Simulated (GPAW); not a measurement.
# A Pd chain with a P atom bridging one bond: transmission at several levels, part 2 of 3

How well does a Pd chain with a P atom bridging one bond conduct at low bias, and how far do basis and functional move the answer?

GPAW 26.7.0; GPAW LCAO, PAW setups; Landauer transmission from Green's functions with principal layers (ASE), zero bias.

So far, transmission at the Fermi level (one spin): step 2 (double-zeta polarised basis, PBE, GPAW) 1.84; step 3 (basis szp(dzp), PBE, GPAW) 1.35; step 4 (basis sz(dzp), PBE, GPAW) 1.37; step 5 (revPBE) 1.77.

## 7. The levels side by side

The curves are compared point by point over the common energies.

This step: comparison of transmission and cost over codes and levels (GPAW 26.7.0).

Ladder, by row:

```
      step  code  T at the Fermi level (sum over the listed spins)  conductance (G0)  r.m.s. T(E) from the first  wall time (s)  peak memory (GiB)  threads
       dzp  GPAW                                             1.841             1.737                           0          478.2                1.5        1
       szp  GPAW                                             1.348             1.284                      0.3832          265.5               1.41        1
        sz  GPAW                                             1.373             1.306                      0.3766          210.4               1.35        1
dzp-revPBE  GPAW                                             1.774             1.675                      0.1122          529.7                1.5        1
```

Transmission, zone mean, sum over the listed spins against energy, zero at the Fermi level:

```
energy (eV)    dzp    szp     sz  dzp-revPBE
    -2.0000   1.98   1.82   1.85        1.95
    -1.7500   1.64   1.76   1.53        1.57
    -1.6000   1.64   2.63   2.58        1.97
    -1.5000   2.59   2.57   2.54        2.64
    -1.4500   2.65   2.52   2.49        2.65
    -1.2500   2.55   2.31   2.26        2.54
    -1.0000   2.31   1.90   1.84        2.24
    -0.7500   2.11   1.52   1.55        2.09
    -0.5000   1.79   1.58   1.31        1.53
    -0.4500   2.03   1.15   1.14        2.87
    -0.3000   2.03   1.46   1.65        1.99
    -0.2500   2.02   1.71   1.70        1.99
    -0.2000   2.02   1.72   1.71        1.98
     0.0000   1.84   1.35   1.37        1.77
     0.2500  0.995  0.900  0.906       0.993
     0.5000  0.832  0.650  0.639       0.821
     0.7500  0.712  0.529  0.506       0.696
     1.0000  0.614  0.453  0.425       0.597
     1.2500  0.487  0.373  0.348       0.474
     1.5000  0.343  0.285  0.275       0.337
     1.7500  0.224  0.207  0.219       0.226
     2.0000  0.162  0.154  0.189       0.167
```

## 8. Mixing 0.25

Mixing changes the road to self-consistency, not its end. The mixing history changes the road to self-consistency, not its end.

This step: GPAW LCAO, PAW setups; Landauer transmission from Green's functions with principal layers (ASE), zero bias (GPAW 26.7.0).

File run.py:

```python
import json
import numpy as np
from ase import Atoms
from ase.transport.calculators import TransportCalculator
from gpaw import GPAW, FermiDirac
from gpaw.lcao.tools import get_lcao_hamiltonian
from scipy.linalg import eigh

# The junction with lead layers at both ends, along the third cell vector
device = Atoms(
    ['Pd', 'Pd', 'Pd', 'Pd', 'Pd', 'Pd', 'Pd', 'P', 'Pd', 'Pd', 'Pd', 'Pd', 'Pd', 'Pd', 'Pd'],
    positions=[
        [4.50000, 4.50000, 1.25000],
        [4.50000, 4.50000, 3.75000],
        [4.50000, 4.50000, 6.25000],
        [4.50000, 4.50000, 8.75000],
        [4.50000, 4.50000, 11.25000],
        [4.50000, 4.50000, 13.75000],
        [4.50000, 4.50000, 16.25000],
        [6.32382, 4.50000, 17.60000],
        [4.50000, 4.50000, 18.95000],
        [4.50000, 4.50000, 21.45000],
        [4.50000, 4.50000, 23.95000],
        [4.50000, 4.50000, 26.45000],
        [4.50000, 4.50000, 28.95000],
        [4.50000, 4.50000, 31.45000],
        [4.50000, 4.50000, 33.95000]],
    cell=[[9.0, 0.0, 0.0], [0.0, 9.0, 0.0], [0.0, 0.0, 35.2]],
    pbc=True)

# One principal layer of the lead: the first 5 atoms of the device
lead = Atoms(
    ['Pd', 'Pd', 'Pd', 'Pd', 'Pd'],
    positions=[
        [4.50000, 4.50000, 1.25000],
        [4.50000, 4.50000, 3.75000],
        [4.50000, 4.50000, 6.25000],
        [4.50000, 4.50000, 8.75000],
        [4.50000, 4.50000, 11.25000]],
    cell=[[9.0, 0.0, 0.0], [0.0, 9.0, 0.0], [0.0, 0.0, 12.5]],
    pbc=True)

settings = dict(mode='lcao', basis='dzp', xc='PBE', h=0.2,
                occupations=FermiDirac(0.1), maxiter=250,
                mixer=dict(beta=0.25, nmaxold=5, weight=100.0),
                convergence=dict(density=0.0001))
energies = np.arange(-2, 2 + 1e-9, 0.05)
eta = 0.0001
n1, n2 = 1, 1
# k and -k transmit alike, so half of the mesh across the current serves
mesh = [(i, j) for i in range(n1) for j in range(n2) if (i, j) <= (-i % n1, -j % n2)]
weights = np.array([1 if (i, j) == (-i % n1, -j % n2) else 2 for i, j in mesh]) / (n1 * n2)


def ground_state(atoms, size, txt):
    atoms.calc = GPAW(kpts={'size': size, 'gamma': True}, symmetry={'tolerance': 1e-3}, txt=txt, **settings)
    atoms.get_potential_energy()
    return atoms.calc.get_fermi_level()


def blocks(atoms, fermi, points, nz, cells):
    """H - E_F S and S between cell 0 and the cells above it, at each point across the current."""
    kz = np.arange(nz) / nz
    calc = atoms.calc.fixed_density(kpts=[(*k, z) for k in points for z in kz], symmetry='off', txt=None)
    H, S = get_lcao_hamiltonian(calc)
    H = (H - fermi * S).reshape(len(H), len(points), nz, *S.shape[1:])
    S = S.reshape(H.shape[1:])
    phases = [np.exp(-2j * np.pi * kz * R) / nz for R in cells]
    return [(np.einsum('skzij,z->ksij', H, p), np.einsum('kzij,z->kij', S, p)) for p in phases]


def pair(a, b):
    return np.block([[a, b], [b.T.conj(), a]])


def count_channels(h, s, cells, nk=240):
    """Half the number of times that the lead's bands cross each energy, unfolded to its shortest repeat."""
    b = len(h) // cells
    bands = []
    for k in (np.arange(nk + 1) + 0.5) / nk:
        hk, sk = h[:b, :b].copy(), s[:b, :b].copy()
        for R in range(1, cells):
            phase, block = np.exp(2j * np.pi * k * R), slice(R * b, (R + 1) * b)
            hk += h[:b, block] * phase + (h[:b, block] * phase).T.conj()
            sk += s[:b, block] * phase + (s[:b, block] * phase).T.conj()
        bands.append(eigh(hk, sk, eigvals_only=True))
    below = np.array(bands)[:, :, None] < energies
    return (below[1:] != below[:-1]).sum((0, 1)) / 2


fermi_lead = ground_state(lead, (1, 1, 9), 'lead.txt')
fermi_device = ground_state(device, (1, 1, 2), 'device.txt')
T, channels, eigen, tail, misfit, shifts = [], [], [], 0.0, 0.0, []
for first in range(0, len(mesh), 493):
    points = [(i / n1, j / n2) for i, j in mesh[first:first + 493]]
    (H0k, S0k), (H1k, S1k), (H2k, _) = blocks(lead, fermi_lead, points, 5, range(3))
    [(Hk, Sk)] = blocks(device, fermi_device, points, 2, [0])
    tail = max(tail, abs(H2k).max())
    for H0, S0, H1, S1, H, S in zip(H0k, S0k, H1k, S1k, Hk, Sk):
        n = len(S0)
        # Shift the lead onto the potential of the device's first layer
        shift = ((H[:, 0, 0] - H0[:, 0, 0]) / S0[0, 0]).real.mean()
        shifts.append(shift)
        misfit = max(misfit, abs(H[:, :n, :n] - H0 - shift * S0).max())
        Tk, Ck, Ek = [], [], []
        for s in range(len(H)):
            t = s % len(H0)  # a lead without moments serves both spins
            h1, s1 = pair(H0[t] + shift * S0, H1[t] + shift * S1), pair(S0, S1)
            leads = dict(h1=h1, s1=s1, energies=energies, eta=eta, eta1=eta, eta2=eta)
            calc = TransportCalculator(h=H[s], s=S, eigenchannels=3, **leads)
            Tk.append(calc.get_transmission())
            Ek.append(np.sort(calc.eigenchannels_ne, axis=0)[::-1])
            Ck.append(count_channels(h1, s1, 10))
        T.append(Tk)
        channels.append(Ck)
        eigen.append(Ek)
T, channels = np.array(T), np.array(channels)
mean, open_channels = np.einsum('kse,k->se', T, weights), np.einsum('kse,k->se', channels, weights)

print(f'basis functions: device {len(S)}, principal layer {n}')
print(f'Fermi level: lead {fermi_lead:.4f} eV, device {fermi_device:.4f} eV; lead shifted by {np.mean(shifts):.4f} eV')
print(f'largest coupling past the next layer {tail:.2e} eV, largest misfit of the first layer {misfit:.3f} eV')
print('  E-E_F (eV)   ' + 'T (one spin)  channels')
for e, t, c in zip(energies, mean.T, open_channels.T):
    print(f'{e:10.3f}  ', *[f'{x:11.4e}' for x in t], *[f'{x:9.4f}' for x in c])

kT = 8.617333e-5 * 500
fine = np.linspace(energies[0], energies[-1], 4001)
both = np.exp(np.interp(fine, energies, np.log(np.maximum(mean.sum(0) * 2 / len(mean), 1e-30))))
fermi = lambda mu: 1 / (1 + np.exp(np.clip((fine - mu) / kT, -200, 200)))
slope = fermi(0) * (1 - fermi(0)) / kT
G = np.trapezoid(both * slope, fine) / 2
seebeck = -np.trapezoid(both * slope * fine, fine) / (2 * G * 500) * 1e6
print(f'conductance at 500 K: {G:.5g} G0 a cell; thermopower {seebeck:.4g} uV/K')
bias = [0.1, 0.2, 0.5, 1.0, 1.5, 2.0]
current = [38.74 * np.trapezoid(both * (fermi(V / 2) - fermi(-V / 2)), fine) for V in bias]
for V, I in zip(bias, current):
    print(f'current from the zero-bias T(E) at {V} V: {I:.5g} uA')
zero = abs(energies).argmin()
json.dump(dict(energies=energies.tolist(), T=mean.tolist(), channels=open_channels.tolist(), G=G, seebeck=seebeck,
               bias=bias, current=current, tail=tail, misfit=misfit, shift=np.mean(shifts), n_device=len(S), n_lead=n,
               fermi=[fermi_lead, fermi_device], energy=device.get_potential_energy(),
               moments=device.get_magnetic_moments().tolist(), mesh=mesh, weights=weights.tolist(),
               T_k=T[:, :, zero].tolist(), eigen=np.array(eigen[0]).tolist()), open('result.json', 'w'))
```

Started as:

```
$ OMP_NUM_THREADS=1 OPENBLAS_NUM_THREADS=1 python run.py
```

Elapsed: 10 min, on 1 thread of Arm Neoverse N1, shared host; peak memory 1.4 GiB.

This step gave:

```
conductance                                    : 1.734 G₀
largest coupling past the next principal layer : 1.07e-4 eV
largest misfit of the first principal layer    : 0.09234 eV
shift that aligns the lead                     : -0.001298 eV
transmission at the Fermi level (one spin)     : 1.834
```

One spin. The transmission, zone mean by energy, zero at the Fermi level:

```
energy (eV)  transmission, zone mean
      -2.00                     1.98
      -1.90                     1.85
      -1.80                     1.74
      -1.70                     1.43
      -1.55                     2.32
      -1.45                     2.65
      -1.35                     2.61
      -1.25                     2.55
      -1.15                     2.51
      -1.05                     2.41
      -0.90                     2.23
      -0.80                     2.07
      -0.70                     2.21
      -0.60                     1.38
      -0.50                     1.79
      -0.40                     2.02
      -0.30                     2.04
      -0.25                     2.02
      -0.15                     2.01
      -0.05                     1.93
       0.00                     1.83
       0.05                     1.66
       0.15                    0.920
       0.25                    0.995
       0.40                    0.902
       0.50                    0.832
       0.60                    0.775
       0.70                    0.731
       0.80                    0.693
       0.90                    0.655
       1.05                    0.591
       1.15                    0.542
       1.25                    0.487
       1.35                    0.429
       1.45                    0.370
       1.55                    0.315
       1.70                    0.244
       1.80                    0.207
       1.90                    0.179
       2.00                    0.162
```

Crossings of the lead's bands, unfolded to its shortest repeat. Open channels, zone mean against energy, zero at the Fermi level:

```
energy (eV)  open channels, zone mean
      -2.00                         3
      -1.85                         3
      -1.70                         3
      -1.60                         3
      -1.45                         3
      -1.30                         3
      -1.15                         3
      -1.05                         3
      -0.90                         5
      -0.75                         5
      -0.60                         5
      -0.50                         5
      -0.35                         4
      -0.20                         4
      -0.05                         4
       0.00                         4
       0.05                         4
       0.20                         1
       0.35                         1
       0.50                         1
       0.60                         1
       0.75                         1
       0.90                         1
       1.05                         1
       1.15                         1
       1.30                         1
       1.45                         1
       1.60                         1
       1.70                         1
       1.85                         1
       2.00                         1
```

Not self-consistent under bias; the bias window is split evenly. The current through one cell, from the zero-bias transmission by bias:

```
bias (V)  current through one cell, from the zero-bias transmission (μA)
   0.100                                                            13.4
   0.200                                                            26.3
   0.500                                                            62.3
   1.000                                                             118
   1.500                                                             169
   2.000                                                             224
```

Table of transmission of the three most open eigenchannels by energy, zero at the Fermi level:

```
energy (eV)  channel 1  channel 2  channel 3
      -2.00      0.964      0.840      0.178
      -1.85      0.949      0.817     0.0295
      -1.70      0.933      0.447     0.0448
      -1.60      0.937      0.481      0.234
      -1.45      0.991      0.951      0.705
      -1.30      0.942      0.895      0.741
      -1.15      0.911      0.856      0.740
      -1.05      0.856      0.849      0.701
      -0.90      0.835      0.820      0.448
      -0.75      0.905      0.786      0.211
      -0.60      0.732      0.551     0.0899
      -0.50      0.802      0.703      0.239
      -0.35      0.992      0.729      0.298
      -0.20      0.994      0.753      0.262
      -0.05      0.991      0.732      0.201
       0.00      0.985      0.678      0.164
       0.05      0.977      0.559      0.115
       0.20      0.990     1.4e-5    4.1e-10
       0.35      0.940     1.4e-5    1.2e-11
       0.50      0.832     1.5e-5    1.2e-11
       0.60      0.775     1.5e-5    1.2e-11
       0.75      0.712     1.5e-5    1.2e-11
       0.90      0.655     1.6e-5    1.2e-11
       1.05      0.591     1.6e-5    1.2e-11
       1.15      0.542     1.7e-5    1.2e-11
       1.30      0.458     1.7e-5    1.2e-11
       1.45      0.370     1.8e-5    1.2e-11
       1.60      0.289     1.8e-5    1.2e-11
       1.70      0.244     1.8e-5    1.2e-11
       1.85      0.192     1.9e-5    1.2e-11
       2.00      0.162     2.0e-5    1.2e-11
```

The conductance equals that of the dzp run to 0.2 %.

## 9. K-points along the lead 40: lead_nz = 40

The lead's own mesh along the current sets its density and potential; where the lead is aligned to the junction's end layer, a rigid shift drops out.

run.py: that of step 8 with these lines changed.

```diff
@@ -44,3 +44,3 @@
                 occupations=FermiDirac(0.1), maxiter=250,
-                mixer=dict(beta=0.25, nmaxold=5, weight=100.0),
+                mixer=dict(beta=0.1, nmaxold=8, weight=100.0),
                 convergence=dict(density=0.0001))
@@ -90,3 +90,3 @@
 
-fermi_lead = ground_state(lead, (1, 1, 9), 'lead.txt')
+fermi_lead = ground_state(lead, (1, 1, 40), 'lead.txt')
 fermi_device = ground_state(device, (1, 1, 2), 'device.txt')
```

Run time: 10 min. Hardware: 1 thread; peak memory 1.5 GiB.

Numbers from this step:

* conductance: 1.737 G₀
* largest misfit of the first principal layer: 0.09242 eV
* shift that aligns the lead: -0.001840 eV
* transmission at the Fermi level (one spin): 1.840

(Part 2 of 3 ends here.)

[Logs are printed without paths, hosts, clocks, repeated set-up lines and the standing remarks that a program may print on its own settings, such as how far it seeks lower states.]

[Hosts, paths, dates, database ids (printed as entryN), source tags and the programs' standing remarks are cut or masked in the printed files.]
